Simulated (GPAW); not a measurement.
# Calculated records

**K3RbCl4 (ordered alloy, started on the rocksalt lattice) (Pm-3m): one start, several treatments of the self-energy**

The structure is cubic, space group Pm-3m (No. 221). Conventional cell: a = 6.167 Å, b = 6.167 Å, c = 6.167 Å, α = 90.00°, β = 90.00°, γ = 90.00°. K has 6 Cl at 3.08 Å nearest. Nearest to Cl lie 2 Rb at 3.08 Å and 4 K at 3.08 Å. Rb has 6 Cl at 3.08 Å nearest. Nearest to Cl lie 6 K at 3.08 Å. Farther neighbours and most contacts between anions are not listed.

```xyz
8
Lattice="6.1673 0.0000 0.0000 0.0000 6.1673 0.0000 0.0000 0.0000 6.1673" Properties=species:S:1:pos:R:3 pbc="T T T"
K     3.0836    0.0000    0.0000
Cl    0.0000    3.0836    3.0836
K     0.0000    3.0836    0.0000
Cl    3.0836    0.0000    3.0836
K     0.0000    0.0000    3.0836
Cl    3.0836    3.0836    0.0000
Rb    3.0836    3.0836    3.0836
Cl    0.0000    0.0000    0.0000
```

* method: DFT, LDA, plane waves, PAW (and 3 further levels or steps)
* program: GPAW 26.7.0
* settings of one run: cutoff 450 eV, GPAW PAW setups 1.2.1 data release, 2×2×2 k-mesh, nbands 391
* cost: 6 runs, 4.7 min in all on 4 MPI ranks of Arm Neoverse V1, shared host (the runs of this entry)
* notes: The structure was built from a prototype and need not be the compound’s stable phase. The structure was relaxed with LDA. The structure type comes from a generator and need not be one that this composition takes. Limits: no spin-orbit coupling. Bands and cutoff are finite, so the gap is not at the basis limit. The miss can reach some tenths of an eV and take either sign; the mesh is an error of its own. The 2×2×2 mesh is coarse for this cell, which bears on the long-range parts of exchange and screening.
* G0W0, Godby-Needs plasmon pole: 7.655 eV
* one-shot HSE06: 6.755 eV
* G0W0, extrapolated in the cutoff: 7.982 eV
* one-shot Hartree-Fock: 13.685 eV
* G0W0, full frequency, Hilbert transform: 7.653 eV
* known limits: not at the basis limit; no spin-orbit coupling; coarse k mesh

One-shot HSE06: −0.901 eV against G0W0, Godby-Needs plasmon pole. G0W0, extrapolated in the cutoff: +0.327 eV against G0W0, Godby-Needs plasmon pole, at other bands or cutoff, so not like for like.

[Paths, hosts, dates, memory and timing lines, banners, echoed tables and standing remarks are left out of the program output.]

[Logs are printed without paths, hosts, clocks, repeated set-up lines and the standing remarks that a program may print on its own settings, such as how far it seeks lower states.]

[Runs of the session that timed out or met a known fault of the program may be left out.]

[Hosts, paths, dates, database ids (printed as entryN), source tags and the programs' standing remarks are cut or masked in the printed files.]
